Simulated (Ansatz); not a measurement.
# LiMg (P-6m2): phonons and vibrational spectra, part 2 of 2

Wanted: vibrations and spectra of LiMg (P-6m2); the cell is already relaxed. After the zone centre comes a 3×3×2 q mesh on a 15×15×8 k mesh.

Ansatz 0.2.0; DFT PBEsol, scalar-relativistic, plane waves, PAW.

So far. Step 2 (Linear response at the zone centre): Before it was imposed, the acoustic sum rule was missed by 1.6e-5 eV/Å². Small misses are needed for a sound result but don't prove that mesh and cutoff are converged. The lowest optical mode is real, 146 cm⁻¹.

### 3. Response at finite wavevector

Stability and thermal properties need the whole zone. Linear response on a 3×3×2 q mesh gives force constants as far as a supercell of that size would.

File input.yaml:

```yaml
crystal:
  lattice:
    - [3.1054107774, 0.0, 0.0]
    - [-1.5527053887, 2.6893646224, 0.0]
    - [0.0, 0.0, 5.0327798343]
  atoms:
    - { symbol: Li, position: [0.0, 0.0, 0.0] }
    - { symbol: Mg, position: [0.6666666667, 0.3333333333, 0.5] }
kpoints:
  mp_grid: { grid: [15, 15, 8] }
hamiltonian:
  xc: pbesol
scf:
  occupations: { method: methfessel_paxton, width: 0.15 }
output:
  eigenvalues: true
phonons:
  method: dfpt
  qmesh: [3, 3, 2]
  temperatures: { t_max: 1000, t_step: 50 }
  qpath:
    path:
      - [[0.0, 0.0, 0.0], [0.5, 0.0, 0.0], [0.33333333, 0.33333333, 0.0], [0.0, 0.0, 0.0], [0.0, 0.0, 0.5], [0.5, 0.0, 0.5], [0.33333333, 0.33333333, 0.5], [0.0, 0.0, 0.5]]
      - [[0.5, 0.0, 0.5], [0.5, 0.0, 0.0]]
      - [[0.33333333, 0.33333333, 0.5], [0.33333333, 0.33333333, 0.0]]
    npoints: 10
```

Started as:

```
$ ansatz run input.yaml --threads 4 --pin off --max-ram 7168MiB --backend cpu --events-out ev --progress --plain --runs-dir out
```

Numbers of over 12 decimals in the logs are rounded to 6 here.

What it wrote:

```text
[...]
Crystal: 2 atoms, lattice volume = 42.032 Å³
Basis set: ecut = 420 eV, 833 PW (Γ), exchange–correlation on 48×48×72 points (8 copies of the dense FFT grid, shifted against one another)
Bands: 11, of which v1, the nominal top of the filled ones, is band 7 counted from 1 (6 counted from 0)
Symmetry: 12 space group operations
k-points: 135 of 1800 (time reversal used)
[...]
SCF iter   1: F=—  HF=-2115.102485 eV  |F-HF|=—  |Δ(HF+E_count)|=         —  Δρ=1.78e-3  dr2=6.27e-4  ethr=1.77e-3  ⟨swp⟩=5.0  Hψ=8445  notcnv=0
[...]
SCF iter   9: F=-2115.101201 eV  HF=-2115.101201 eV  |F-HF|=4.55e-13  |Δ(HF+E_count)|=  1.00e-11  S|Δr|=    0.00e0  Δρ=1.52e-8  dr2=9.66e-14  ethr=1.00e-12  ⟨swp⟩=4.9  Hψ=4895  notcnv=0
SCF 1 converged in 9 iterations: F = -2115.101201 eV  dr2 = 9.66e-14
[...]
phonons: the bands overlap, so this run is a metal and interpolates without the dipole-dipole term. If the crystal is really an insulator or semiconductor, its LO-TO splitting is missing
NSCF: frozen V_eff on 135 k-points
WARN: eigensolver did not converge in 3 slots of this pass, the one above among them; of largest residual over every band (k=13): 1 band(s) unlocked (lowest unlocked band 10, counted from 0; max residual 4.96e-6 eV among the unlocked bands, 4.96e-6 eV over every band); of lowest unlocked band (k=13): band 10
[...]
DFPT response loops at q = (0, 0, 0) (fractional): preconditioner auto → Kerker (q_TF=auto, 2.244 Å⁻¹) (partly filled bands, converged f_vac=0.000); β = 1.00, the filter's whole step (`scf.mixing.beta` (0.50) is not read by the response loops under this deck's `scf.mixing.preconditioner`; to damp them name `kerker` or `kerker_dos`, under which they read `scf.mixing.beta`, and type it under 1.00, their step now; both keys bind the ground state too); Broyden in place of MSR1
[...]
SCF converged after 9 iterations
[...]
Free energy (F): -2115.101201 eV
[...]
Internal energy: -2115.099381 eV  (E = F + TS)
E sigma→0 (E₀):  -2115.100746 eV
Entropy (-TS):   -0.001820 eV (-0.910 meV/atom)
Fermi energy:    3.501543 eV
[...]
--- Band table (eV; the first three rows and the last of 135) ---
  k-point 0: bands = [... 3 lower, -38.9177, -38.9177, -2.2069, 2.6955, 4.6881, 15.1195, 15.1195, 16.9022]
  k-point 1: bands = [... 3 lower, -38.9177, -38.9177, -2.1519, 2.1840, 5.3822, 15.2004, 15.2004, 16.4704]
  k-point 2: bands = [... 3 lower, -38.9177, -38.9177, -2.0011, 1.3905, 6.7312, 14.4503, 15.4397, 15.4397]
  k-point 134: bands = [... 3 lower, -38.9411, -38.9367, 4.2502, 4.7844, 5.2124, 5.6933, 6.2662, 8.3416]
--- Phonons (Γ-DFPT): 4 representative perturbations + reference (Σ response iterations 13) ---
  ASR residual: 1.943e-5 → 0.000e0 eV/Å²; symmetrization residual: 1.249e-6 eV/Å²
  ASR residual per site (eV/Å²): 1.69e-6 1.94e-5
  Γ frequencies (cm⁻¹): 0.00 0.00 0.00 146.33 146.33 315.39
--- Phonons (arbitrary-q DFPT): 6 irreducible q on the 3×3×2 mesh ---
  q = [0.0000, 0.0000, 0.0000] (star 1, of the zone-centre solve; hermiticity 1.27e-6, symmetrization 1.32e-12): -0.00 -0.00 0.00 146.33 146.33 315.39
  q = [0.0000, 0.0000, -0.5000] (star 1, 4 solved perturbations in 910 linear systems a pass and spin channel, the states on 320 of 1800 k-point pairs; hermiticity 9.01e-13, symmetrization 4.32e-12): 71.75 71.75 110.68 110.68 142.32 289.81
  q = [0.0000, 0.3333, 0.0000] (star 6, 6 solved perturbations on 600 of 1800 k-point pairs; hermiticity 8.06e-7, symmetrization 3.27e-14): 98.10 113.14 208.49 212.40 270.76 298.26
[...]
sum rule: each row above includes the acoustic sum rule's correction from the zone centre's row sums; it moved no ω² by more than (0.47 cm⁻¹)²
  mesh force constants: q→R imaginary residual 0.00e0; ASR residual 1.943e-5 → 0.000e0 eV/Å²; symmetrization residual 1.776e-15 eV/Å²
  interpolated dispersion: 93 rows × 6 modes
  density of states and harmonic sums: on the 24×24×12 q-mesh, interpolated from the force constants of a 3×3×2 supercell (no non-analytic term)
  largest difference from the sums on the solved wave vectors: F 3.23e-2 eV, S 4.67e-5 and C_V 1.43e-5 eV/K
  zero-point energy: 0.074996 eV/cell   skipped modes (ω ≤ 0): 3   left out of the sums: 7.23e-5 of the cell's modes: C_V's classical limit lies that fraction below 3 k_B per atom; for a crystal, a wire or a layer, F and S can be off by more, and a phonons.interpolated_qmesh denser along its periods is the remedy for the sampling
```

It took 1.9 min on 4 threads of Arm Neoverse V1, shared host; peak memory 0.88 GiB; 6.9 min of CPU time.

Numbers from this step:

```
sum-rule residual before enforcement                    : 1.94e-5 eV/Å²
lowest frequency on the path                            : 0 cm⁻¹
highest frequency on the path or at a solved wavevector : 315.4 cm⁻¹
mean frequency                                          : 201.6 cm⁻¹
Debye temperature (second moment)                       : 398 K
logarithmic mean frequency                              : 186.4 cm⁻¹
lowest mode on the q mesh (acoustic modes at Γ apart)   : 71.75 cm⁻¹
zero-point energy per atom                              : 37.5 meV
heat capacity at 300 K                                  : 22.90 J/(mol atoms K)
vibrational entropy at 300 K                            : 28.80 J/(mol atoms K)
```

Frequencies (cm⁻¹) solved at each irreducible wavevector; negative means imaginary. Frequencies by wavevector, by row:

```csv
q in reciprocal lattice units,star,mode 1,mode 2,mode 3,mode 4,mode 5,mode 6
0 0 0,1,0,0,0,146.3,146.3,315.4
0 0 -0.5,1,71.8,71.8,110.7,110.7,142.3,289.8
0 0.3333 0,6,98.1,113.1,208.5,212.4,270.8,298.3
0 0.3333 -0.5,6,117.4,147.7,198.4,205.5,271.4,294.9
0.3333 0.3333 0,2,147.5,207,222.7,258.5,282.5,291.7
0.3333 0.3333 -0.5,2,96.5,186.3,222.6,273.3,280,306.9
```

Interpolated from a 3×3×2 q mesh. The phonon branches at the labelled points (cm⁻¹):

| point | branch 1 | branch 2 | branch 3 | branch 4 | branch 5 | branch 6 |
| --- | --- | --- | --- | --- | --- | --- |
| Γ | 0 | 0 | 0 | 146 | 146 | 315 |
| halfway | 79 | 90 | 172 | 190 | 237 | 304 |
| M | 115 | 133 | 226 | 246 | 293 | 302 |
| halfway | 140 | 162 | 235 | 241 | 292 | 295 |
| K | 148 | 207 | 223 | 258 | 282 | 292 |
| halfway | 103 | 125 | 164 | 212 | 250 | 301 |
| Γ | 0 | 0 | 0 | 146 | 146 | 315 |
| halfway | 43 | 43 | 96 | 133 | 133 | 304 |
| A | 72 | 72 | 111 | 111 | 142 | 290 |
| halfway | 123 | 129 | 176 | 178 | 233 | 290 |
| L | 112 | 163 | 218 | 224 | 304 | 305 |
| halfway | 103 | 174 | 224 | 241 | 297 | 305 |
| H | 96 | 186 | 223 | 273 | 280 | 307 |
| halfway | 113 | 141 | 192 | 200 | 246 | 292 |
| A | 72 | 72 | 111 | 111 | 142 | 290 |
| jump to L | 112 | 163 | 218 | 224 | 304 | 305 |
| halfway | 123 | 140 | 223 | 234 | 298 | 304 |
| M | 115 | 133 | 226 | 246 | 293 | 302 |
| jump to H | 96 | 186 | 223 | 273 | 280 | 307 |
| halfway | 123 | 196 | 223 | 267 | 281 | 300 |
| K | 148 | 207 | 223 | 258 | 282 | 292 |

The phonon branches as a text plot (rows in cm⁻¹):

```
    309 |****              ******         ********       *** *
    296 |    **************      ***  ****  **    **   ** *** ***
    283 |     *     *****           **  *     ***** ***      ****
    269 |                *                    ***            ***
    256 |    *      ***   *            *         *              *
    243 |       ****   **                    *    **       **
    230 |      ****** *  *            *   ****           ****
    217 |   * **     * *  *              ***  ***** *    **  ****
    204 |    *       ** *  *            *          *           **
    191 |  *        *  *               *       *   * *       **
    177 |   *      *     * **        **      ** **  *
    164 | **            * * *             ***     * *    *
    151 |**         ***  *   **     *   **           **         *
    138 |   *    ***   *       ** ** * *           * **** * *
    125 |      **       ***      *  ****            ****  **   *
    112 |  *  ****         *      **    *****      * *****  * *
     99 |    **           *         **       ******          *
     85 |    *              *   *  **                 **
     72 | * *              *      **                   **
     59 |  **              *     *
     46 |  *                ** *
     33 |**                     *
     20 |*                   * *
      7 |                     *
         Γ      M    K        Γ   A       L    H       A|L M|H  K
```

Tetrahedra on a 24×24×12 mesh, mean over bins of 5 cm-1. Interpolated from a 3×3×2 q mesh. Phonon density of states against wavenumber; read off at these points:

wavenumber (cm⁻¹), phonon density of states (1/cm⁻¹/cell) and a bar:
```
        2      0.000 
       12      0.000 
       22      0.000 
       38      0.001 
       48      0.002 #
       58      0.003 #
       68      0.005 #
       78      0.007 ##
       88      0.009 ###
      102      0.023 #######
      112      0.048 ##############
      122      0.031 #########
      132      0.024 #######
      142      0.020 ######
      152      0.020 ######
      168      0.020 ######
      178      0.020 ######
      188      0.019 ######
      198      0.018 ######
      208      0.022 ######
      218      0.035 ##########
      222      0.062 ###################
      232      0.024 #######
      242      0.022 ######
      252      0.012 ####
      262      0.009 ###
      272      0.009 ###
      282      0.019 ######
      298      0.100 ##############################
      308      0.011 ###
      318      0.000
```

The partial phonon density of states has structure finer than the step of the table below, so its rows give means over 10 cm⁻¹, whole bins alone (the curve runs from -10 to 335 cm⁻¹). Peaks (cm⁻¹: height): Li 222.1: 0.0205, 298.0: 0.0814; Mg 113.6: 0.0402, 222.1: 0.0343, 300.1: 0.0104.

Phonopy on the run's constants, 21x21x11 mesh, Gaussian sigma 2.5 cm-1. Interpolated from a 3×3×2 q mesh. Table of partial phonon density of states by wavenumber; means over each step; values in 1/cm⁻¹/cell:

```csv
wavenumber (cm⁻¹),Li,Mg
0,1.3e-5,4.6e-5
10,2.0e-5,7.2e-5
20,9.9e-5,3.4e-4
30,2.3e-4,7.6e-4
40,3.3e-4,0.00115
50,6.2e-4,0.00207
60,8.4e-4,0.00294
70,0.00107,0.00423
80,0.00134,0.00567
90,0.00188,0.00793
100,0.00310,0.0162
110,0.00558,0.0347
120,0.00557,0.0299
130,0.00432,0.0207
140,0.00437,0.0165
150,0.00560,0.0139
160,0.00607,0.0150
170,0.00684,0.0139
180,0.00730,0.0122
190,0.00816,0.0105
200,0.00953,0.00933
210,0.0132,0.0119
220,0.0189,0.0252
230,0.0155,0.0177
240,0.0117,0.00979
250,0.0116,0.00215
260,0.00929,6.1e-4
270,0.00854,3.8e-4
280,0.0158,4.2e-4
290,0.0472,0.00257
300,0.0647,0.00884
310,0.0104,0.00221
320,3.0e-4,7.8e-5
```

Second derivatives of the energy by pair, one row for each kind of neighbour of each atom listed. Each entry sums the pair over the periodic images of the supercell that the q mesh stands for, and in a polar crystal it holds the long-range dipole part too. Force constants by pair, by row:

```
atom  neighbour  distance (Å)  third of the trace (eV/Å²)  along the pair's line (eV/Å²)
 Li1     itself             0                       1.598                              –
 Li1         Mg          3.09                     -0.1775                        -0.4874
 Li1         Li         3.105                     -0.1135                        -0.3157
 Li1         Mg         4.381                      0.0301                         0.1022
 Li1         Li         5.033                      -0.019                        -0.0161
 Li1         Mg          5.37                     -0.0096                        -0.0249
 Li1         Li         5.379                      0.0075                        4.00e-4
 Li1         Li         5.914                    -1.00e-4                        -0.0121
 Li1         Li         7.366                      0.0145                         0.0118
 Mg2     itself             0                       2.616                              –
 Mg2         Li          3.09                     -0.1775                        -0.4874
 Mg2         Mg         3.105                     -0.2737                        -0.8047
 Mg2         Li         4.381                      0.0301                         0.1022
 Mg2         Mg         5.033                      0.0429                         0.1984
 Mg2         Li          5.37                     -0.0096                        -0.0249
 Mg2         Mg         5.379                     -0.0241                        -0.0449
 Mg2         Mg         5.914                     -0.0026                        -0.0071
 Mg2         Mg         7.366                     -0.0059                        -0.0088
```

Harmonic thermodynamic functions per atom, from the density of states. Interpolated from a 3×3×2 q mesh. Thermodynamic functions, by row:

| T (K) | F_vib (meV/atom) | S (J/mol-atom/K) | C_V (J/mol-atom/K) |
| --- | --- | --- | --- |
| 0 | 37.5 | 0 | 0 |
| 50 | 37.25 | 1.825 | 4.672 |
| 100 | 34.82 | 7.867 | 13.27 |
| 200 | 20.16 | 19.91 | 20.71 |
| 300 | -5.32 | 28.8 | 22.9 |
| 400 | -38.79 | 35.52 | 23.76 |
| 500 | -78.47 | 40.87 | 24.17 |
| 600 | -123.2 | 45.3 | 24.4 |
| 700 | -172.1 | 49.07 | 24.54 |
| 800 | -224.7 | 52.35 | 24.64 |
| 900 | -280.5 | 55.26 | 24.7 |
| 1000 | -339.2 | 57.86 | 24.75 |

Harmonic mean-square displacement, third of the trace. Interpolated from a 3×3×2 q mesh. Mean square displacements, by row:

```csv
T (K),Li1 U_eq (Å²),Mg2 U_eq (Å²)
0,0.01124,0.00503
100,0.01411,0.00787
300,0.02954,0.01959
600,0.05625,0.03836
```

Symmetry leaves 6 wavevectors to solve. The lowest mode among them, the acoustic zeros apart, lies at q = (0, 0, -0.5) and is real, 71.8 cm⁻¹.

### 4. Another isotope, element Li, natural mass 6.94 amu

An isotope changes the mass and not the force constants, so no new electronic calculation is needed; the shifts show which modes move this element.

The same force constants with the mass of Li changed from 6.940 to 6.015 u (phonopy, no LO-TO term). Both lists are sorted by frequency; levels can cross, so a row need not hold one and the same mode. Modes under 3 cm⁻¹ are left out. Isotope shifts, by row:

```
            q  rank  natural mass (cm⁻¹)  changed mass (cm⁻¹)
        0 0 0     4                146.3                154.8
        0 0 0     5                146.3                154.8
        0 0 0     6                315.4                333.7
     0 0 -0.5     1                71.75                71.75
     0 0 -0.5     2                71.75                71.75
     0 0 -0.5     3                110.7                118.9
     0 0 -0.5     4                110.7                118.9
     0 0 -0.5     5                142.3                142.3
     0 0 -0.5     6                289.8                311.3
   0 0.3333 0     1                 98.1                100.4
   0 0.3333 0     2                113.1                  114
   0 0.3333 0     3                208.5                213.2
   0 0.3333 0     4                212.4                218.8
   0 0.3333 0     5                270.8                289.8
   0 0.3333 0     6                298.3                317.8
0 0.3333 -0.5     1                117.4                117.8
0 0.3333 -0.5     2                147.7                147.7
0 0.3333 -0.5     3                198.4                207.2
0 0.3333 -0.5     4                205.5                213.1
0 0.3333 -0.5     5                271.4                290.5
0 0.3333 -0.5     6                294.9                314.3
```

A mode of this element alone would shift by +7.41 %. The highest zone-centre frequency without the field goes from 315.4 to 333.7 cm⁻¹ (+5.8 %). The product of the frequency ratios over all optical modes at Γ is 1.185; the product rule, (m/m′)^(3k/2) (M′/M)^(3/2) with k = 1 such atoms and M the mass of the cell, gives 1.185.

### 5. Another isotope, element Mg, natural mass 24.305 amu

The same for Mg, from 24.30 to 25.98 u.

The same force constants with the mass of Mg changed from 24.305 to 25.983 u (phonopy, no LO-TO term). Both lists are sorted by frequency; levels can cross, so a row need not hold one and the same mode. Modes under 3 cm⁻¹ are left out. Isotope shifts, by row:

```
            q  rank  natural mass (cm⁻¹)  changed mass (cm⁻¹)
        0 0 0     4                146.3                145.3
        0 0 0     5                146.3                145.3
        0 0 0     6                315.4                313.1
     0 0 -0.5     1                71.75                69.39
     0 0 -0.5     2                71.75                69.39
     0 0 -0.5     3                110.7                110.7
     0 0 -0.5     4                110.7                110.7
     0 0 -0.5     5                142.3                137.7
     0 0 -0.5     6                289.8                289.8
   0 0.3333 0     1                 98.1                95.95
   0 0.3333 0     2                113.1                109.8
   0 0.3333 0     3                208.5                205.8
   0 0.3333 0     4                212.4                206.2
   0 0.3333 0     5                270.8                270.2
   0 0.3333 0     6                298.3                297.1
0 0.3333 -0.5     1                117.4                113.7
0 0.3333 -0.5     2                147.7                142.9
0 0.3333 -0.5     3                198.4                198.4
0 0.3333 -0.5     4                205.5                199.6
0 0.3333 -0.5     5                271.4                  271
0 0.3333 -0.5     6                294.9                293.8
```

A mode of this element alone would shift by -3.28 %. The highest zone-centre frequency without the field goes from 315.4 to 313.1 cm⁻¹ (-0.7 %). The product of the frequency ratios over all optical modes at Γ is 0.978; the product rule, (m/m′)^(3k/2) (M′/M)^(3/2) with k = 1 such atoms and M the mass of the cell, gives 0.979.

### 6. Outcome

```json
{
 "space group (within 0.01 Å)": "P-6m2",
 "volume per atom": "21.0 Å³",
 "electronic character": "no gap on this mesh",
 "highest optical mode at the zone centre (no LO-TO term)": "315 cm⁻¹",
 "lowest optical zone-centre mode": "146 cm⁻¹",
 "lowest mode on the q mesh (acoustic modes at Γ apart)": "71.8 cm⁻¹",
 "highest frequency on the path or at a solved wavevector": "315 cm⁻¹",
 "zero-point energy per atom": "37.5 meV",
 "heat capacity at 300 K": "22.9 J/(mol atoms K)",
 "vibrational entropy at 300 K": "28.8 J/(mol atoms K)",
 "Debye temperature (second moment)": "398 K",
 "imaginary modes on the 3×3×2 q mesh": "none"
}
```

**Reading.** The structure is a minimum as far as tested: no mode is imaginary at the 6 irreducible wavevectors of the 3×3×2 mesh, and the softest away from the acoustic zeros lies at 72 cm⁻¹. The optical modes at Γ span 146 to 315 cm⁻¹. The highest mode in this list at Γ, 315.4 cm⁻¹, is mostly motion of Li (78 % of the kinetic energy). With no gap, or one that is small against the smearing, the frequencies hang on the k mesh and the smearing, most of all near Kohn anomalies. The phonon runs are without spin polarisation, although the cell has an odd electron count. A phonon run warned that its eigensolver left some bands unconverged in a pass. These are harmonic frequencies at zero temperature: anharmonic shifts, linewidths and thermal expansion are left out.

[Logs are printed without paths, hosts, clocks, repeated set-up lines and the standing remarks that a program may print on its own settings, such as how far it seeks lower states.]

[Hosts, paths, dates, database ids (printed as entryN), source tags and the programs' standing remarks are cut or masked in the printed files.]
